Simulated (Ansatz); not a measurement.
# Ca on Hf(0001): change of the work function, part 2 of 3

How does Ca on the fcc site change the work function of Hf(0001) as the layer fills?

Ansatz 0.2.0; plane-wave DFT, PBE, Ansatz PAW.

So far, work function, upper face (eV): step 2 (the clean slab) 4.33.

### 3. Adsorbate added, k-mesh 4×4×1, coverage 0.111 ML

System of this step: Ca/Hf(0001). The cell holds 37 atoms: 36 Hf and 1 Ca. Cell: a = 9.600 Å, b = 9.600 Å, c = 28.658 Å, α = 90.0°, β = 90.0°, γ = 60.0°. Vacuum lies along c.

The clean slab as it ended is repeated in the plane and the adsorbate is set on one face; the cell's size fixes the coverage, and the k-mesh shrinks with it to keep the sampling density about even. Adsorbate and upper layers relax, since the dipole depends on the height.

Input file input.yaml:

```yaml
crystal:
  lattice:
    - [9.6, 0.0, 0.0]
    - [4.8, 8.3138438763, 0.0]
    - [0.0, 0.0, 28.6577975188]
  atoms:
    - { symbol: Hf, position: [0.2222222222, 0.2222222222, 0.3140506522] }
    - { symbol: Hf, position: [0.0, 0.0, 0.4023756533] }
    - { symbol: Hf, position: [0.2222222222, 0.2222222222, 0.4944835015] }
    - { symbol: Hf, position: [0.0, 0.0, 0.577511804] }
    - { symbol: Hf, position: [0.2222222222, 0.5555555556, 0.3140506522] }
    - { symbol: Hf, position: [0.0, 0.3333333333, 0.4023756533] }
    - { symbol: Hf, position: [0.2222222222, 0.5555555556, 0.4944835015] }
    - { symbol: Hf, position: [0.0, 0.3333333333, 0.577511804] }
    - { symbol: Hf, position: [0.2222222222, 0.8888888889, 0.3140506522] }
    - { symbol: Hf, position: [0.0, 0.6666666667, 0.4023756533] }
    - { symbol: Hf, position: [0.2222222222, 0.8888888889, 0.4944835015] }
    - { symbol: Hf, position: [0.0, 0.6666666667, 0.577511804] }
    - { symbol: Hf, position: [0.5555555556, 0.2222222222, 0.3140506522] }
    - { symbol: Hf, position: [0.3333333333, 0.0, 0.4023756533] }
    - { symbol: Hf, position: [0.5555555556, 0.2222222222, 0.4944835015] }
    - { symbol: Hf, position: [0.3333333333, 0.0, 0.577511804] }
    - { symbol: Hf, position: [0.5555555556, 0.5555555556, 0.3140506522] }
    - { symbol: Hf, position: [0.3333333333, 0.3333333333, 0.4023756533] }
    - { symbol: Hf, position: [0.5555555556, 0.5555555556, 0.4944835015] }
    - { symbol: Hf, position: [0.3333333333, 0.3333333333, 0.577511804] }
    - { symbol: Hf, position: [0.5555555556, 0.8888888889, 0.3140506522] }
    - { symbol: Hf, position: [0.3333333333, 0.6666666667, 0.4023756533] }
    - { symbol: Hf, position: [0.5555555556, 0.8888888889, 0.4944835015] }
    - { symbol: Hf, position: [0.3333333333, 0.6666666667, 0.577511804] }
    - { symbol: Hf, position: [0.8888888889, 0.2222222222, 0.3140506522] }
    - { symbol: Hf, position: [0.6666666667, 0.0, 0.4023756533] }
    - { symbol: Hf, position: [0.8888888889, 0.2222222222, 0.4944835015] }
    - { symbol: Hf, position: [0.6666666667, 0.0, 0.577511804] }
    - { symbol: Hf, position: [0.8888888889, 0.5555555556, 0.3140506522] }
    - { symbol: Hf, position: [0.6666666667, 0.3333333333, 0.4023756533] }
    - { symbol: Hf, position: [0.8888888889, 0.5555555556, 0.4944835015] }
    - { symbol: Hf, position: [0.6666666667, 0.3333333333, 0.577511804] }
    - { symbol: Hf, position: [0.8888888889, 0.8888888889, 0.3140506522] }
    - { symbol: Hf, position: [0.6666666667, 0.6666666667, 0.4023756533] }
    - { symbol: Hf, position: [0.8888888889, 0.8888888889, 0.4944835015] }
    - { symbol: Hf, position: [0.6666666667, 0.6666666667, 0.577511804] }
    - { symbol: Ca, position: [0.1111111111, 0.1111111111, 0.6859493478] }
kpoints:
  mp_grid: { grid: [4, 4, 1] }
hamiltonian:
  xc: pbe
scf:
  occupations: { method: fermi_dirac, width: 0.1 }
  convergence: { dr2_threshold: 1.0e-08 }
efield:
  axis: 3
  dipole_correction: true
  ramp_position: 0.97
  ramp_width: 0.06
relax:
  f_tol: 0.02
  max_steps: 60
  constraints:
    - { sites: [0, 1, 4, 5, 8, 9, 12, 13, 16, 17, 20, 21, 24, 25, 28, 29, 32, 33] }
output:
  write_potential: true
  write_density: true
  volumetric_format: npy
```

Launch:

```bash
$ ansatz run input.yaml --threads 4 --pin off --max-ram 16384MiB --backend cpu --events-out ev --progress --plain --runs-dir out
```

Output:

```text
[...]
Crystal: 37 atoms, lattice volume = 2287.262 Å³
Basis set: ecut = 420 eV, 44573 PW (Γ), exchange–correlation on 144×144×384 points (8 copies of the dense FFT grid, shifted against one another)
Bands: 568, of which v1, the nominal top of the filled ones, is band 473 counted from 1 (472 counted from 0)
Symmetry: 6 space group operations
[...]
k-points: 4 of 16 (time reversal used)
[...]
SCF iter   1: F=—  HF=-567769.903708 eV  |F-HF|=—  |Δ(HF+E_count)|=         —  Δρ=5.58e-3  dr2=1.62e1  ethr=1.77e-3  p=0.485 e·Å  D=3.84e-2 V/Å  ΔV_dip=-1.10 eV  dr2_dipole=1.25e-3  V_vac-E_F(+/−)=3.33/4.43 eV  ⟨swp⟩=7.2  Hψ=8234  notcnv=0  defer=7
[...]
SCF iter  12: F=-567769.432671 eV  HF=-567769.432671 eV  |F-HF|=1.51e-9  |Δ(HF+E_count)|=   1.40e-8  Δρ=1.57e-7  dr2=1.98e-9  ethr=1.06e-12  p=0.719 e·Å  D=5.69e-2 V/Å  ΔV_dip=-1.63 eV  dr2_dipole=2.72e-10  V_vac-E_F(+/−)=2.74/4.38 eV  ⟨swp⟩=17.5  Hψ=25004  notcnv=0
SCF 1 converged in 12 iterations: F = -567769.432671 eV  dr2 = 1.98e-9
[...]
relax step   1: F+E_penalty+E_count = -567769.43267059 eV  Δ(F+E_penalty+E_count) = +0.000e0 eV  max|allowed force component| = 9.582e-1 eV/Å  Δτ_max = 0.0000 Å  (12 SCF iters, accepted)
[...]
SCF iter  12: F=-567769.598784 eV  HF=-567769.598784 eV  |F-HF|=2.33e-10  |Δ(HF+E_count)|=   1.20e-8  Δρ=8.90e-8  dr2=6.33e-10  ethr=1.06e-12  p=0.683 e·Å  D=5.41e-2 V/Å  ΔV_dip=-1.55 eV  dr2_dipole=1.37e-10  V_vac-E_F(+/−)=2.82/4.37 eV  ⟨swp⟩=10.0  Hψ=16757  notcnv=0
SCF 2 converged in 12 iterations: F = -567769.598784 eV  dr2 = 6.33e-10
relax step   2: F+E_penalty+E_count = -567769.59878413 eV  Δ(F+E_penalty+E_count) = -1.661e-1 eV  max|allowed force component| = 6.660e-1 eV/Å  Δτ_max = 0.1947 Å  (12 SCF iters, accepted)
SCF iter   1: F=—  HF=-567769.719110 eV  |F-HF|=—  |Δ(HF+E_count)|=         —  Δρ=2.02e-3  dr2=1.42e0  ethr=5.24e-4  p=0.683 e·Å  D=5.41e-2 V/Å  ΔV_dip=-1.55 eV  dr2_dipole=5.17e-1  V_vac-E_F(+/−)=2.84/4.38 eV  ⟨swp⟩=6.8  Hψ=6529  notcnv=0  defer=29
[...]
SCF iter  11: F=-567769.677019 eV  HF=-567769.677019 eV  |F-HF|=4.66e-10  |Δ(HF+E_count)|=   8.96e-9  Δρ=1.82e-7  dr2=4.27e-9  ethr=1.06e-12  p=0.627 e·Å  D=4.96e-2 V/Å  ΔV_dip=-1.42 eV  dr2_dipole=1.36e-9  V_vac-E_F(+/−)=2.95/4.37 eV  ⟨swp⟩=10.0  Hψ=16058  notcnv=0
SCF 3 converged in 11 iterations: F = -567769.677019 eV  dr2 = 4.27e-9
relax step   3: F+E_penalty+E_count = -567769.67701870 eV  Δ(F+E_penalty+E_count) = -7.823e-2 eV  max|allowed force component| = 1.480e-1 eV/Å  Δτ_max = 0.1973 Å  (11 SCF iters, accepted)
[...]
relax step   4: F+E_penalty+E_count = -567769.68267024 eV  Δ(F+E_penalty+E_count) = -5.652e-3 eV  max|allowed force component| = 4.000e-2 eV/Å  Δτ_max = 0.0268 Å  (9 SCF iters, accepted)
SCF iter   1: F=—  HF=-567769.683075 eV  |F-HF|=—  |Δ(HF+E_count)|=         —  Δρ=1.21e-4  dr2=2.71e-3  ethr=7.37e-6  p=0.638 e·Å  D=5.05e-2 V/Å  ΔV_dip=-1.45 eV  dr2_dipole=2.02e-4  V_vac-E_F(+/−)=2.93/4.37 eV  ⟨swp⟩=2.0  Hψ=2908  notcnv=0  defer=49
[...]
SCF iter   7: F=-567769.683215 eV  HF=-567769.683215 eV  |F-HF|=1.14e-8  |Δ(HF+E_count)|=   8.85e-8  Δρ=4.08e-7  dr2=6.98e-9  ethr=1.06e-12  p=0.638 e·Å  D=5.05e-2 V/Å  ΔV_dip=-1.45 eV  dr2_dipole=4.78e-10  V_vac-E_F(+/−)=2.93/4.37 eV  ⟨swp⟩=10.8  Hψ=21247  notcnv=0
SCF 5 converged in 7 iterations: F = -567769.683215 eV  dr2 = 6.98e-9
[...]
relax step   5: F+E_penalty+E_count = -567769.68321495 eV  Δ(F+E_penalty+E_count) = -5.447e-4 eV  max|allowed force component| = 1.401e-2 eV/Å  Δτ_max = 0.0044 Å  (7 SCF iters, accepted)
NSCF: frozen V_eff on 4 k-points
[...]
SCF converged after 7 iterations
Free energy (F): -567769.683215 eV
[...]
Internal energy: -567767.962788 eV  (E = F + TS)
E sigma→0 (E₀):  -567768.823001 eV
Entropy (-TS):   -1.720427 eV (-46.498 meV/atom)
Fermi energy:    4.878192 eV
Dipole field:    D = 0.050502 V/Å  (p = 0.638355 e·Å, saw-weighted, corrected)
Work function:   Φ+ = 2.9277 eV   Φ− = 4.3750 eV
[...]
--- Forces (eV/Å), atoms counted from 1 ---
  atom   1  Hf    -0.01554942    -0.00897746     0.61985186
  atom   2  Hf    -0.02271405    -0.01311397    -0.69391333
  atom   3  Hf     0.00028797     0.00016626    -0.00113723
  atom   4  Hf     0.00329263     0.00190100     0.00338793
  atom   5  Hf    -0.01041708     0.00601430     0.66907127
  atom   6  Hf     0.00000000     0.02622793    -0.69391333
  atom   7  Hf     0.00005631    -0.00003251     0.00180163
  atom   8  Hf     0.00000000    -0.00380200     0.00338793
  atom   9  Hf     0.00000000     0.01795493     0.61985186
  atom  10  Hf     0.04635367    -0.02676230    -0.60397103
  atom  11  Hf    -0.00000000    -0.00033252    -0.00113723
  atom  12  Hf    -0.00336522     0.00194291     0.00089364
  atom  13  Hf    -0.00000000    -0.01202861     0.66907127
  atom  14  Hf     0.02271405    -0.01311397    -0.69391333
  atom  15  Hf     0.00000000     0.00006502     0.00180163
  atom  16  Hf    -0.00329263     0.00190100     0.00338793
  atom  17  Hf     0.01041708     0.00601430     0.66907127
  atom  18  Hf     0.04899430     0.02828687    -0.63924307
  atom  19  Hf    -0.00005631    -0.00003251     0.00180163
  atom  20  Hf    -0.01213715    -0.00700739    -0.00171022
  atom  21  Hf    -0.00751369     0.00433803     0.64547672
  atom  22  Hf    -0.00000000    -0.05657374    -0.63924307
  atom  23  Hf    -0.00109394     0.00063159     0.00081743
  atom  24  Hf    -0.00000000     0.01401478    -0.00171022
  atom  25  Hf     0.01554942    -0.00897746     0.61985186
  atom  26  Hf     0.00000000     0.05352461    -0.60397103
  atom  27  Hf    -0.00028797     0.00016626    -0.00113723
  atom  28  Hf     0.00000000    -0.00388582     0.00089364
  atom  29  Hf     0.00000000    -0.00867606     0.64547672
  atom  30  Hf    -0.04899430     0.02828687    -0.63924307
  atom  31  Hf     0.00000000    -0.00126317     0.00081743
  atom  32  Hf     0.01213715    -0.00700739    -0.00171022
  atom  33  Hf     0.00751369     0.00433803     0.64547672
  atom  34  Hf    -0.04635367    -0.02676230    -0.60397103
  atom  35  Hf     0.00109394     0.00063159     0.00081743
  atom  36  Hf     0.00336522     0.00194291     0.00089364
  atom  37  Ca     0.00000000     0.00000000    -0.00399838
  max |Σ_I F_I| component: 2.16e-5 eV/Å
--- Band table (eV) ---
  k-point 0: bands = [... 469 lower, 4.8304, 4.8687, 4.8687, 4.8796, 4.9044, 4.9044, 4.9166, 4.9166, ... 91 higher]
  k-point 1: bands = [... 469 lower, 4.7623, 4.7817, 4.8458, 4.8462, 4.8678, 4.9177, 4.9200, 4.9489, ... 91 higher]
  k-point 2: bands = [... 469 lower, 4.7240, 4.7381, 4.8559, 4.8597, 4.8793, 4.8835, 4.9660, 5.0787, ... 91 higher]
  k-point 3: bands = [... 469 lower, 4.7829, 4.7972, 4.8147, 4.8994, 4.9127, 4.9242, 4.9505, 5.0095, ... 91 higher]
--- Relaxed structure (5 steps of the walk, 5 accepted, 0 SCFs on fresh bases) ---
  F+E_penalty+E_count = -567769.68321495 eV   max|allowed force component| = 1.401e-2 eV/Å
  atoms:
    - { symbol: Hf, position: [0.222222, 0.222222, 0.314051] }
    - { symbol: Hf, position: [1.111110e-11, 1.111110e-11, 0.4023756533] }
    - { symbol: Hf, position: [0.223462, 0.223462, 0.493105] }
    - { symbol: Hf, position: [0.00135251, 0.00135251, 0.575597] }
    - { symbol: Hf, position: [0.222222, 0.555556, 0.314051] }
    - { symbol: Hf, position: [1.111108e-11, 0.333333, 0.4023756533] }
    - { symbol: Hf, position: [0.221817, 0.555758, 0.495866] }
    - { symbol: Hf, position: [0.00135251, 0.330628, 0.575597] }
    - { symbol: Hf, position: [0.222222, 0.888889, 0.314051] }
    - { symbol: Hf, position: [-2.222222e-11, 0.666667, 0.4023756533] }
    - { symbol: Hf, position: [0.223462, 0.886410, 0.493105] }
    - { symbol: Hf, position: [-0.00132984, 0.667332, 0.579414] }
    - { symbol: Hf, position: [0.555556, 0.222222, 0.314051] }
    - { symbol: Hf, position: [0.333333, 1.111110e-11, 0.4023756533] }
    - { symbol: Hf, position: [0.555758, 0.221817, 0.495866] }
    - { symbol: Hf, position: [0.330628, 0.00135251, 0.575597] }
    - { symbol: Hf, position: [0.555556, 0.555556, 0.314051] }
    - { symbol: Hf, position: [0.333333, 0.333333, 0.4023756533] }
    - { symbol: Hf, position: [0.555758, 0.555758, 0.495866] }
    - { symbol: Hf, position: [0.330821, 0.330821, 0.579520] }
    - { symbol: Hf, position: [0.555556, 0.888889, 0.314051] }
    - { symbol: Hf, position: [0.333333, 0.666667, 0.4023756533] }
    - { symbol: Hf, position: [0.558898, 0.887218, 0.494223] }
    - { symbol: Hf, position: [0.330821, 0.671690, 0.579520] }
    - { symbol: Hf, position: [0.888889, 0.222222, 0.314051] }
    - { symbol: Hf, position: [0.666667, -2.222223e-11, 0.4023756533] }
    - { symbol: Hf, position: [0.886410, 0.223462, 0.493105] }
    - { symbol: Hf, position: [0.667332, -0.00132984, 0.579414] }
    - { symbol: Hf, position: [0.888889, 0.555556, 0.314051] }
    - { symbol: Hf, position: [0.666667, 0.333333, 0.4023756533] }
    - { symbol: Hf, position: [0.887218, 0.558898, 0.494223] }
    - { symbol: Hf, position: [0.671690, 0.330821, 0.579520] }
    - { symbol: Hf, position: [0.888889, 0.888889, 0.314051] }
    - { symbol: Hf, position: [0.666667, 0.666667, 0.4023756533] }
    - { symbol: Hf, position: [0.887218, 0.887218, 0.494223] }
    - { symbol: Hf, position: [0.667332, 0.667332, 0.579414] }
    - { symbol: Ca, position: [0.111111, 0.111111, 0.672580] }
```

It took 30 min on 4 threads of Arm Neoverse V1, shared host; peak memory 7.7 GiB; 2 h of CPU time.

The steps of the relaxation:

```csv
step,energy less that of the first step (eV),largest force component (eV/Å)
1,0.0000,0.9582
2,-0.1661,0.6660
3,-0.2443,0.1480
4,-0.2500,0.0400
5,-0.2505,0.0140
```

Forces are held to the 6 operations that the program found; a distortion that breaks them can't arise in this run.

The atoms that moved most (Å):

| atom | dx | dy | dz | length |
| --- | --- | --- | --- | --- |
| Ca37 | 0.000 | 0.000 | -0.383 | 0.383 |
| Hf24 | 0.000 | 0.042 | 0.058 | 0.071 |
| Hf20 | -0.036 | -0.021 | 0.058 | 0.071 |
| Hf32 | 0.036 | -0.021 | 0.058 | 0.071 |
| Hf16 | -0.019 | 0.011 | -0.055 | 0.059 |
| Hf8 | 0.000 | -0.022 | -0.055 | 0.059 |
| Hf4 | 0.019 | 0.011 | -0.055 | 0.059 |
| Hf36 | 0.010 | 0.006 | 0.055 | 0.056 |

Final coordinates:

```
Hf Ca
1.0
     9.60000    0.00000    0.00000
     4.80000    8.31384    0.00000
     0.00000    0.00000   28.65780
Hf Ca
36 1
Direct
  0.22222 0.22222 0.31405
  0.00000 0.00000 0.40238
  0.22346 0.22346 0.49311
  0.00135 0.00135 0.57560
  0.22222 0.55556 0.31405
  0.00000 0.33333 0.40238
  0.22182 0.55576 0.49587
  0.00135 0.33063 0.57560
  0.22222 0.88889 0.31405
  0.00000 0.66667 0.40238
  0.22346 0.88641 0.49311
  0.99867 0.66733 0.57941
  0.55556 0.22222 0.31405
  0.33333 0.00000 0.40238
  0.55576 0.22182 0.49587
  0.33063 0.00135 0.57560
  0.55556 0.55556 0.31405
  0.33333 0.33333 0.40238
  0.55576 0.55576 0.49587
  0.33082 0.33082 0.57952
  0.55556 0.88889 0.31405
  0.33333 0.66667 0.40238
  0.55890 0.88722 0.49422
  0.33082 0.67169 0.57952
  0.88889 0.22222 0.31405
  0.66667 0.00000 0.40238
  0.88641 0.22346 0.49311
  0.66733 0.99867 0.57941
  0.88889 0.55556 0.31405
  0.66667 0.33333 0.40238
  0.88722 0.55890 0.49422
  0.67169 0.33082 0.57952
  0.88889 0.88889 0.31405
  0.66667 0.66667 0.40238
  0.88722 0.88722 0.49422
  0.66733 0.66733 0.57941
  0.11111 0.11111 0.67258
```

This step gave:

```yaml
energy_at_zero_smearing: -567768.8230 eV
work_function_upper_face: 2.928 eV
work_function_lower_face: 4.375 eV
dipole_along_the_normal: 0.6384 e·Å
step_between_the_vacuum_levels: -1.447 eV
```

Running mean over 2.5312 Å of the planar mean; the ramp of the sawtooth is left out. Electron's electrostatic potential energy less the Fermi level against z:

```csv
z (Å),electron's electrostatic potential energy less the Fermi level (eV)
4,4.37
5,4.35
6,4.12
7,2.31
8,-4.04
9,-7.41
10,-7.30
11,-7.26
12,-7.07
13,-6.70
14,-7.24
15,-7.96
16,-7.85
17,-6.76
18,-1.65
19,1.95
20,2.26
21,2.72
22,2.90
23,2.92
24,2.93
25,2.93
```

The relaxation took 5 steps and lowered the energy by 0.25 eV; the largest force on the free atoms ends at 0.014 eV/Å.

The covered face has 2.93 eV, -1.40 eV against the clean one; the bare back face has moved by -0.01 eV, a measure of how thin the slab is.

(Part 2 of 3 ends here.)

[Long decimals in the printed logs are rounded to 6 places.]

[Logs are printed without paths, hosts, clocks, repeated set-up lines and the standing remarks that a program may print on its own settings, such as how far it seeks lower states.]

[Hosts, paths, dates, database ids (printed as entryN), source tags and the programs' standing remarks are cut or masked in the printed files.]

[Maps of the electrostatic potential energy from Ansatz leave out the sawtooth potential of an applied field or a dipole correction, so their vacuum need not be flat; planar profiles and work functions include it.]
